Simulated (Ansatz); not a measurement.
# Ge(111) with NH2 on 50 % of the top atoms and H on the rest: bands and core levels

Aim: core-level components, unfolded bands and work function of Ge(111) with NH2 on 50 % of the top atoms and H on the rest.

Calculated with Ansatz 0.2.0; DFT, PBE, plane-wave PAW, default files, scalar-relativistic.

Report form: the programs' logs are mostly left out.

## Step 1: The structure

The cell holds 36 atoms: 10 H, 2 N and 24 Ge. Its edges and angles: a = 8.004 Å, b = 8.004 Å, c = 25.263 Å, α = 90.0°, β = 90.0°, γ = 60.0°. It derives from Ge. How the cell was made: terminated face; group: NH2; share of top atoms: 0.5; rest: H; oxygen in back bonds: 0; lower face: H. Regions: ad, 8 atoms (2 N and 6 H); L1, 4 atoms (4 Ge); L2, 4 atoms (4 Ge); L3, 4 atoms (4 Ge); mid, 4 atoms (4 Ge); rest, 12 atoms (8 Ge and 4 H). Vacuum lies along c.

## Step 2: Relaxation

The cut or typed positions aren't at rest, and spectra shift with geometry, so the relaxation comes first. 12 atoms are held to stand for the bulk. A dipole correction cancels the field between unlike faces.

input.yaml reads:

```yaml
crystal:
  lattice:
    - [8.004448763, 0.0, 0.0]
    - [4.0022243815, 6.9320559721, 0.0]
    - [0.0, 0.0, 25.2625556781]
  atoms:
    - { symbol: H, position: [0.08080443, 0.043277204, 0.722910061] }
    - { symbol: H, position: [0.875918366, 0.043277204, 0.722910061] }
    - { symbol: H, position: [0.58080443, 0.043277204, 0.722910061] }
    - { symbol: H, position: [0.375918366, 0.043277204, 0.722910061] }
    - { symbol: "N", position: [0.0, 0.0, 0.703117923] }
    - { symbol: "N", position: [0.5, 0.0, 0.703117923] }
    - { symbol: H, position: [0.0, 0.5, 0.687284212] }
    - { symbol: H, position: [0.5, 0.5, 0.687284212] }
    - { symbol: Ge, position: [0.0, 0.0, 0.629491168] }
    - { symbol: Ge, position: [0.5, 0.0, 0.629491168] }
    - { symbol: Ge, position: [0.0, 0.5, 0.629491168] }
    - { symbol: Ge, position: [0.5, 0.5, 0.629491168] }
    - { symbol: Ge, position: [0.833333333, 0.333333333, 0.597152768] }
    - { symbol: Ge, position: [0.333333333, 0.333333333, 0.597152768] }
    - { symbol: Ge, position: [0.833333333, 0.833333333, 0.597152768] }
    - { symbol: Ge, position: [0.333333333, 0.833333333, 0.597152768] }
    - { symbol: Ge, position: [0.833333333, 0.333333333, 0.500137568] }
    - { symbol: Ge, position: [0.333333333, 0.333333333, 0.500137568] }
    - { symbol: Ge, position: [0.833333333, 0.833333333, 0.500137568] }
    - { symbol: Ge, position: [0.333333333, 0.833333333, 0.500137568] }
    - { symbol: Ge, position: [0.166666667, 0.166666667, 0.467799168] }
    - { symbol: Ge, position: [0.666666667, 0.166666667, 0.467799168] }
    - { symbol: Ge, position: [0.166666667, 0.666666667, 0.467799168] }
    - { symbol: Ge, position: [0.666666667, 0.666666667, 0.467799168] }
    - { symbol: Ge, position: [0.166666667, 0.166666667, 0.370783968] }
    - { symbol: Ge, position: [0.666666667, 0.166666667, 0.370783968] }
    - { symbol: Ge, position: [0.166666667, 0.666666667, 0.370783968] }
    - { symbol: Ge, position: [0.666666667, 0.666666667, 0.370783968] }
    - { symbol: Ge, position: [0.0, 0.0, 0.338445568] }
    - { symbol: Ge, position: [0.5, 0.0, 0.338445568] }
    - { symbol: Ge, position: [0.0, 0.5, 0.338445568] }
    - { symbol: Ge, position: [0.5, 0.5, 0.338445568] }
    - { symbol: H, position: [0.0, 0.0, 0.277089939] }
    - { symbol: H, position: [0.5, 0.0, 0.277089939] }
    - { symbol: H, position: [0.0, 0.5, 0.277089939] }
    - { symbol: H, position: [0.5, 0.5, 0.277089939] }
kpoints:
  mp_grid: { grid: [3, 3, 1] }
scf:
  occupations: { method: fermi_dirac, width: 0.02 }
  n_extra_bands: 25
hamiltonian:
  xc: pbe
  pseudopotentials: { kind: paw }
output:
  forces: true
  write_potential: true
  volumetric_format: []
efield:
  axis: 3
  dipole_correction: true
relax:
  f_tol: 0.03
  max_steps: 70
  constraints: [{ sites: [24, 25, 26, 27, 28, 29, 30, 31, 32, 33, 34, 35] }]
```

Run with:

```
ansatz run input.yaml --threads 8 --pin off --max-ram 22528MiB --backend cpu --events-out ev --progress --plain --runs-dir out
```

Run time: 2.3 min. Hardware: 8 threads of Arm Neoverse V1, shared host; peak memory 5.1 GiB; 18 min of CPU time.

Relaxation path:

```csv
step,energy less that of the first step (eV),largest force component (eV/Å)
1,0.0000,1.7073
2,-0.2530,0.5432
3,-0.3035,0.2149
4,-0.2933,0.5257
5,-0.3100,0.0477
6,-0.3104,0.0042
```

Relaxation step 4 was tried and not accepted.

The run keeps the 4 symmetry operations that it works with, so distortions that break them were not tested.

The atoms that moved most (Å):

```csv
atom,dx,dy,dz,length
N6,0.000,-0.214,0.100,0.236
N5,0.000,-0.214,0.100,0.236
H8,0.000,-0.031,0.170,0.173
H7,0.000,-0.031,0.170,0.173
Ge16,0.000,-0.033,0.079,0.085
Ge15,0.000,-0.033,0.079,0.085
Ge10,0.000,-0.037,0.074,0.083
Ge9,0.000,-0.037,0.074,0.083
```

This step gave:

* free energy: -104005.2438 eV
* Fermi energy: 1.260 eV
* symmetry operations: 4
* gap on the k-mesh: 0.5440 eV
* ionisation potential, upper face: 4.012 eV
* upper vacuum level less the lowest empty level (Kohn–Sham affinity): 3.468 eV
* ionisation potential, lower face: 4.281 eV

The relaxation ends 8.6 meV an atom lower, with a largest force component of 0.0042 eV/Å on the free atoms.

## Step 3: Bands by layer

This is the main run. States are solved along the surface zone's path and weighed by where they lie along the normal, since photoemission sees the top layers. The cell holds 4 small cells, so the bands are unfolded.

input.yaml reads:

```yaml
crystal:
  lattice:
    - [8.004448763, 0.0, 0.0]
    - [4.0022243815, 6.9320559721, 0.0]
    - [0.0, 0.0, 25.2625556781]
  atoms:
    - { symbol: H, position: [0.0849469276, 0.0340906249, 0.7236707985] }
    - { symbol: H, position: [0.8809624475, 0.0340906249, 0.7236707985] }
    - { symbol: H, position: [0.5849469276, 0.0340906249, 0.7236707985] }
    - { symbol: H, position: [0.3809624475, 0.0340906249, 0.7236707985] }
    - { symbol: "N", position: [0.0154413788, -0.0308827576, 0.7070701788] }
    - { symbol: "N", position: [0.5154413788, -0.0308827576, 0.7070701788] }
    - { symbol: H, position: [0.0022020288, 0.4955959424, 0.6940122291] }
    - { symbol: H, position: [0.5022020288, 0.4955959424, 0.6940122291] }
    - { symbol: Ge, position: [0.0026553492, -0.0053106984, 0.6324365684] }
    - { symbol: Ge, position: [0.5026553492, -0.0053106984, 0.6324365684] }
    - { symbol: Ge, position: [0.002028051, 0.4959438981, 0.6324478274] }
    - { symbol: Ge, position: [0.502028051, 0.4959438981, 0.6324478274] }
    - { symbol: Ge, position: [0.8349308871, 0.3301382258, 0.600114409] }
    - { symbol: Ge, position: [0.3349308871, 0.3301382258, 0.600114409] }
    - { symbol: Ge, position: [0.8356799127, 0.8286401746, 0.600267357] }
    - { symbol: Ge, position: [0.3356799127, 0.8286401746, 0.600267357] }
    - { symbol: Ge, position: [0.8333845684, 0.3332308633, 0.5022372013] }
    - { symbol: Ge, position: [0.3333845684, 0.3332308633, 0.5022372013] }
    - { symbol: Ge, position: [0.8332341373, 0.8335317254, 0.5022304729] }
    - { symbol: Ge, position: [0.3332341373, 0.8335317254, 0.5022304729] }
    - { symbol: Ge, position: [0.1665225161, 0.1669549679, 0.4686252045] }
    - { symbol: Ge, position: [0.6665225161, 0.1669549679, 0.4686252045] }
    - { symbol: Ge, position: [0.1666842323, 0.6666315354, 0.4686133817] }
    - { symbol: Ge, position: [0.6666842323, 0.6666315354, 0.4686133817] }
    - { symbol: Ge, position: [0.1666666665, 0.166666667, 0.370783968] }
    - { symbol: Ge, position: [0.6666666665, 0.166666667, 0.370783968] }
    - { symbol: Ge, position: [0.1666666665, 0.666666667, 0.370783968] }
    - { symbol: Ge, position: [0.6666666665, 0.666666667, 0.370783968] }
    - { symbol: Ge, position: [0.0, 0.0, 0.338445568] }
    - { symbol: Ge, position: [0.5, 0.0, 0.338445568] }
    - { symbol: Ge, position: [0.0, 0.5, 0.338445568] }
    - { symbol: Ge, position: [0.5, 0.5, 0.338445568] }
    - { symbol: H, position: [0.0, 0.0, 0.277089939] }
    - { symbol: H, position: [0.5, 0.0, 0.277089939] }
    - { symbol: H, position: [0.0, 0.5, 0.277089939] }
    - { symbol: H, position: [0.5, 0.5, 0.277089939] }
kpoints:
  mp_grid: { grid: [3, 3, 1] }
scf:
  occupations: { method: fermi_dirac, width: 0.02 }
  n_extra_bands: 41
hamiltonian:
  xc: pbe
  pseudopotentials: { kind: paw }
output:
  forces: true
  write_potential: true
  volumetric_format: []
  dos:
    projected:
      site_lists:
        adsorbate: [4, 0, 1, 5, 2, 3, 6, 7]
        layer_1: [8, 9, 10, 11]
        layer_2: [12, 13, 14, 15]
        layer_3: [16, 17, 18, 19]
        middle: [20, 21, 22, 23]
        other_layers: [24, 25, 26, 27, 28, 29, 30, 31, 32, 33, 34, 35]
    de: 0.05
    e_range: [-30, 12]
    method: { smearing: { sigma: 0.12, scheme: gaussian } }
  eigenstates:
    kpoints:
      - [0.33333333, -0.33333333, 0.0]
      - [0.25, -0.375, 0.0]
      - [0.16666667, -0.41666667, 0.0]
      - [0.08333333, -0.45833333, 0.0]
      - [0.0, 0.5, 0.0]
      - [-0.08333333, 0.45833333, 0.0]
      # [... 29 more points ...]
      - [0.25, 0.5, 0.0]
      - [0.29166667, -0.41666667, 0.0]
    e_range: [-8.0, 6.0]
    unfold:
      supercell_matrix: [[2, 0, 0], [0, 2, 0], [0, 0, 1]]
      layers:
        axis: 3
        edges: [0.118753, 0.38681, 0.393065, 0.607696, 0.616355, 0.882005]
efield:
  axis: 3
  dipole_correction: true
```

It took 8 min on 8 threads; peak memory 15 GiB; 64 min of CPU time.

Numbers from this step:

```
gap on the k-mesh                              : 0.5441 eV
zero of energy                                 : valence-band maximum
share of occupied states in no projected shell : 0.0024 of the occupied states in the window
```

A(k,E), total over k along the path and E. Zero: valence-band maximum.

Values in eV⁻¹, 12 rows by 16 columns, each cell a mean:
```
1.87 2.94 3.53 3.24 3.51 3.40 2.43 2.72 3.79 3.08 2.23 2.04 1.93 1.70 2.62 2.07
0.97 1.25 2.43 3.23 2.77 3.71 4.77 4.52 3.54 2.26 1.76 1.78 1.83 2.17 1.96 1.01
2.12 2.10 2.18 2.67 3.60 2.75 2.16 2.18 2.16 1.58 1.27 0.82 0.55 1.46 2.03 2.10
0.45 0.47 0.44 0.47 0.76 2.03 1.56 2.14 2.04 2.09 2.21 2.42 2.65 2.05 0.79 0.47
0.11 0.12 0.14 0.17 0.24 0.60 2.48 1.44 0.46 0.34 0.45 0.62 0.65 0.26 0.14 0.11
0.15 0.16 0.23 0.44 1.19 2.39 3.49 3.10 1.81 1.17 0.75 0.48 0.40 0.25 0.17 0.15
0.77 0.93 1.18 2.06 2.53 2.77 1.74 2.31 2.66 2.32 2.27 2.13 2.00 1.58 0.98 0.77
1.95 2.09 2.73 2.31 2.18 1.20 0.54 0.66 1.81 1.73 1.76 2.05 2.19 2.43 2.14 1.95
2.81 2.76 2.08 1.75 1.05 0.73 0.73 0.73 0.77 1.48 1.52 1.44 1.52 1.82 2.63 2.79
1.09 0.87 0.70 0.85 0.81 0.51 0.45 0.46 0.60 0.95 0.78 0.80 0.78 0.78 0.89 1.09
0.21 0.24 0.74 0.72 0.71 0.75 0.75 0.75 0.74 0.69 0.84 0.35 0.18 0.18 0.19 0.21
0.72 1.05 0.98 1.05 0.99 1.05 1.10 1.10 1.05 1.05 1.01 1.18 1.05 1.00 0.89 0.69
```
Columns: k along the path (Å⁻¹) from 0 to 2.48; rows upwards: E (eV) from -7.43 to 5.11.

A(k,E), top over k along the path and E. Zero: valence-band maximum.

Ten even steps from '0' (0.02 eV⁻¹) to '9' (1.07 eV⁻¹), each cell a mean:
```
346898766744444577544455555653
556898765676667786667655445755
223368887789998875555555665432
111123576677777655432221123111
333333457755555554321000022233
222222334653334554333222343222
000000000144235323333444321000
000000000013541000011222100000
000000000002421000000000000000
000000000134653211000000000000
000000123445455333221111000000
122233344444334444443333322211
333233444442223443444444443333
444445545633333554443333333444
333454344211111134333444555333
556544431111111113432222234655
554333212211111122233333333345
222221121111111112122333333322
000001100000000000110000000000
000011012222222222111000000000
000112221111111112221100000000
112222233456666543222222222211
```
Columns: k along the path (Å⁻¹) from 0 to 2.48; rows upwards: E (eV) from -7.43 to 5.11.

A(k,E), middle over k along the path and E. Zero: valence-band maximum.

Ten even steps from '0' (0.05 eV⁻¹) to '9' (2.19 eV⁻¹), each cell a mean:
```
125766566632112455222222223431
333676533465455554444444334543
111246544578987774322344564411
111234654457777522322111114211
666556689753334332232100024566
444433334641113564323333465444
000000000154135435555556741000
000000000014662000123444200000
000000000012531000000000000000
000000000235664321000000000000
000000123457887433321110000000
000122356677567765443333211000
222223554452113544455544453322
554467534410001333334455544455
334554333100000023233344565433
444433321011111012221111123444
443221112111111121111111112344
111100121000000012100000001111
000001200000000000220000000000
000022001111111110012000000000
001211110000000001111210000000
223111122222222222211233333322
```
Columns: k along the path (Å⁻¹) from 0 to 2.48; rows upwards: E (eV) from -7.43 to 5.11.

A(k,E), bottom over k along the path and E. Zero: valence-band maximum.

Values in eV⁻¹, 12 rows by 16 columns, each cell a mean:
```
0.66 0.84 0.96 0.95 1.03 0.92 0.55 0.65 1.10 0.88 0.65 0.56 0.49 0.49 0.84 0.72
0.32 0.43 0.75 0.97 0.82 1.19 1.59 1.49 1.09 0.69 0.51 0.50 0.51 0.59 0.58 0.33
0.47 0.47 0.52 0.68 0.99 0.72 0.52 0.54 0.57 0.41 0.32 0.21 0.15 0.42 0.49 0.47
0.10 0.11 0.10 0.11 0.19 0.56 0.44 0.61 0.55 0.57 0.61 0.66 0.72 0.52 0.18 0.10
0.03 0.03 0.03 0.04 0.07 0.16 0.69 0.39 0.12 0.09 0.12 0.17 0.18 0.07 0.03 0.03
0.03 0.03 0.05 0.10 0.31 0.72 1.09 0.96 0.55 0.30 0.17 0.10 0.09 0.05 0.03 0.03
0.11 0.16 0.25 0.54 0.73 0.76 0.44 0.62 0.71 0.67 0.67 0.60 0.55 0.35 0.17 0.11
0.42 0.49 0.75 0.61 0.59 0.28 0.08 0.11 0.50 0.42 0.38 0.45 0.50 0.65 0.54 0.42
1.09 1.02 0.73 0.60 0.31 0.20 0.21 0.20 0.20 0.50 0.57 0.55 0.58 0.65 0.95 1.09
0.23 0.19 0.15 0.18 0.19 0.13 0.12 0.12 0.15 0.21 0.18 0.21 0.20 0.19 0.20 0.23
0.04 0.06 0.17 0.21 0.25 0.27 0.27 0.27 0.27 0.23 0.20 0.08 0.04 0.04 0.04 0.04
0.14 0.25 0.32 0.33 0.26 0.23 0.23 0.23 0.24 0.29 0.33 0.32 0.23 0.21 0.18 0.13
```
Columns: k along the path (Å⁻¹) from 0 to 2.48; rows upwards: E (eV) from -7.43 to 5.11.

Peaks of A(k,E) at the labelled points: for each region the eleven nearest the zero at most, each over 6 % of that point's highest, less those above the energy where the solved bands run out; weight and spread sum the levels within three half widths or 0.3 eV, so near peaks share levels. Peaks of the spectral function, the first 40 of 111 rows:

```csv
point,weight on,E (eV),A (1/eV),weight near the peak,rms spread of levels (eV)
K,total,-4.61,1.862,1.654,0.217
K,total,-3.99,4.175,3.071,0.136
K,total,-3.41,2.176,3.349,0.342
K,total,-2.43,2.791,2.601,0.288
K,total,2.35,4.018,2.935,0.111
K,total,3.65,1.03,0.68,0.229
K,total,4.51,3.272,2.591,0.15
K,top,-6.59,0.127,0.054,0
K,top,-5.29,0.158,0.05,0
K,top,-4.63,0.607,0.448,0.202
K,top,-3.97,0.852,0.674,0.216
K,top,-2.69,0.546,0.59,0.257
K,top,-2.47,0.538,0.596,0.261
K,top,-1.89,0.367,0.426,0.252
K,top,-1.31,0.229,0.254,0.284
K,top,2.35,0.637,0.488,0.144
K,top,4.53,0.892,0.705,0.183
K,middle,-4.63,0.872,0.829,0.217
K,middle,-4.01,1.316,0.996,0.14
K,middle,-3.39,0.968,0.941,0.346
K,middle,-2.43,1.637,1.404,0.248
K,middle,2.35,2.378,1.75,0.107
K,middle,3.63,0.39,0.227,0.213
K,middle,4.51,1.131,0.863,0.137
K,bottom,-3.99,1.771,1.281,0.124
K,bottom,-3.41,0.842,1.402,0.284
K,bottom,-2.43,0.551,0.389,0.199
K,bottom,2.35,0.911,0.631,0.094
K,bottom,3.65,0.336,0.2,0.205
K,bottom,4.45,1.196,0.958,0.132
Γ,total,-3.99,1.338,0.822,0.064
Γ,total,-2.51,0.836,0.482,0.185
Γ,total,-1.45,2.223,2.896,0.232
Γ,total,-0.97,4.136,4.867,0.347
Γ,total,-0.55,4.246,5.933,0.396
Γ,total,-0.03,4.114,4.937,0.403
Γ,total,0.77,3.955,3.024,0.146
Γ,total,2.35,1.845,1.54,0.276
Γ,total,3.09,4.572,3.066,0.176
Γ,total,3.77,6.828,5.264,0.13
```

The DOS has structure finer than the step of the table below, so its rows give means over 1 eV, whole bins alone (the curve runs from -26.6 to 4.90 eV). Peaks (eV: height): total -24.5: 554; Ge 4p -3.0: 20.1, -2.1: 18.8, 3.8: 19.4, 4.5: 20.4; Ge 4s -10.4: 9.56, -10.0: 12.5, -9.3: 8.98, -7.5: 9.94; N 2p -8.0: 3.10, -7.5: 4.51, -4.7: 3.26, -2.3: 2.62; H 1s -16.8: 3.94, -7.5: 3.00, -4.1: 5.16, 3.9: 2.28.

The DOS by E, zero at the valence-band maximum; means over each step; values in states/eV/cell:

```csv
E (eV),total,Ge 4p,Ge 4s,N 2p,H 1s,N 2s,Ge 3d
-26,0,0,0,0,0,0,0
-25,115,0.0603,0.0277,0.00997,0.0135,0.0149,115
-24,125,0.0608,0.0299,0.00119,0.0150,0.00131,125
-23,0,0,0,0,0,0,0
-22,0,0,0,0,0,0,0
-21,0,0,0,0,0,0,0
-20,0,0,0,0,0,0,0
-19,0,0,0,0,0,0,0
-18,0,0,0,0,0,0,0
-17,4.00,0.211,0.164,0.102,1.08,2.38,0.0192
-16,0.00136,7.1e-5,5.3e-5,3.4e-5,3.7e-4,8.1e-4,0
-15,0,0,0,0,0,0,0
-14,0,0,0,0,0,0,0
-13,0.00589,2.6e-4,0.00545,2.4e-5,1.2e-4,0,0
-12,2.61,0.384,2.13,0.0157,0.0641,0.00389,6.4e-4
-11,7.94,1.75,5.81,0.0774,0.243,0.0120,0.00588
-10,9.41,2.34,6.59,0.122,0.294,0.00838,0.0117
-9,5.08,1.31,3.20,0.185,0.350,0.00394,0.00698
-8,9.89,2.55,4.10,1.88,1.25,0.00191,0.0116
-7,10.9,3.81,4.61,1.27,1.08,0.00311,0.0136
-6,3.37,1.26,1.33,0.298,0.435,0.00750,0.00547
-5,4.77,2.28,0.924,1.03,0.386,0.104,0.00743
-4,12.7,9.13,0.924,0.342,2.13,0.0312,0.0147
-3,18.1,14.9,0.798,1.28,0.875,0.0897,0.0194
-2,18.2,15.2,0.569,1.67,0.505,0.122,0.0224
-1,7.59,6.72,0.0735,0.438,0.261,0.0301,0.0121
0,1.49,1.41,0.0446,0.0158,0.00259,0.00242,0.00264
1,4.92,2.45,1.96,0.0634,0.163,0.0248,0.00487
2,16.2,9.35,4.48,0.200,0.685,0.168,0.0142
3,15.9,9.25,3.22,0.156,1.03,0.185,0.0117
4,24.3,13.9,1.86,0.249,1.80,0.135,0.0184
```

Sums over each group's atoms; a table of it gives point samples, which can step over narrow peaks. Table of DOS of the group by E, zero at the valence-band maximum; 7 of 19 lines; values in states/eV:

```csv
E (eV),other layers: Ge 4p,layer 2: Ge 4p,middle: Ge 4p,layer 3: Ge 4p,other layers: Ge 4s,layer 1: Ge 4p,adsorbate: N 2p
-26,0,0,0,0,0,0,0
-24,0.00186,0.00112,8.8e-4,0.00105,4.2e-4,0.00166,6.9e-5
-22,0,0,0,0,0,0,0
-20,0,0,0,0,0,0,0
-18,0,0,0,0,0,0,0
-16,0,0,0,0,0,0,0
-14,0,0,0,0,0,0,0
-12,0.172,0.0698,0.102,0.104,0.973,0.0865,0.0159
-10,1.30,0.739,0.568,0.538,4.05,0.634,0.265
-8,0.164,0.170,0.187,0.0586,0.313,0.302,2.57
-6,0.546,0.122,0.496,0.484,0.517,0.356,0.347
-4,7.72,1.84,0.887,0.779,0.285,2.57,0.280
-2,5.29,3.12,2.97,3.06,0.219,1.93,1.15
0,0.304,0.151,0.269,0.253,2.2e-4,0.239,0.00821
2,3.79,2.00,2.00,2.04,1.51,1.90,0.268
4,4.24,2.34,2.01,1.91,0.918,2.32,0.278
```

Simulated valence spectra by photon energy, shown to 13 eV, since a deeper line would dwarf them at some energies; the 100 % can be that line's tail at the edge; this run's widths, added to any smearing of the DOS itself: Gaussian 0.2 eV, Lorentzian 0.05 eV. The intensity by binding energy, zero at the valence-band maximum; values in % of the maximum within 13 eV:

```csv
binding energy (eV),21.2 eV,100 eV,250 eV,1486.7 eV,8047.8 eV
-1.0,0.179,0.216,0.547,0.290,0.110
-0.5,0.297,0.286,0.711,0.459,0.176
0.0,3.36,1.48,5.15,5.80,2.14
0.5,12.2,5.31,17.6,20.5,7.55
1.0,22.1,12.7,28.2,30.5,11.3
1.5,59.2,44.6,61.6,56.6,22.2
2.0,58.8,38.8,70.4,74.7,32.4
2.5,66.6,50.2,72.2,70.1,29.6
3.0,62.9,37.2,74.4,81.7,36.4
3.5,37.5,25.8,42.7,42.5,17.7
4.0,51.8,19.9,50.5,62.6,30.5
4.5,26.0,24.2,27.3,20.0,10.7
5.0,16.4,17.1,17.1,10.9,6.35
5.5,5.62,5.96,9.89,10.9,9.35
6.0,12.9,12.4,20.0,22.9,19.7
6.5,13.4,13.5,20.9,23.5,21.3
7.0,20.2,20.9,38.4,47.4,42.2
7.5,99.0,99.2,99.8,91.9,83.6
8.0,56.8,54.4,35.6,17.5,14.6
8.5,15.1,18.7,35.4,44.2,42.3
9.0,7.56,10.3,19.7,24.3,24.0
9.5,6.31,10.9,28.1,38.6,38.2
10.0,15.6,28.3,71.0,98.1,98.1
10.5,9.14,19.6,55.0,79.4,80.4
11.0,5.02,11.4,30.4,42.4,43.0
11.5,-,13.8,37.6,53.8,55.5
12.0,-,7.13,20.7,30.2,32.1
12.5,-,1.11,3.33,3.05,3.01
```

[end of part 1 of 2]

[Logs are printed without paths, hosts, clocks, repeated set-up lines and the standing remarks that a program may print on its own settings, such as how far it seeks lower states.]

[Hosts, paths, dates, database ids (printed as entryN), source tags and the programs' standing remarks are cut or masked in the printed files.]

[Maps of the electrostatic potential energy from Ansatz leave out the sawtooth potential of an applied field or a dipole correction, so their vacuum need not be flat; work functions include it.]
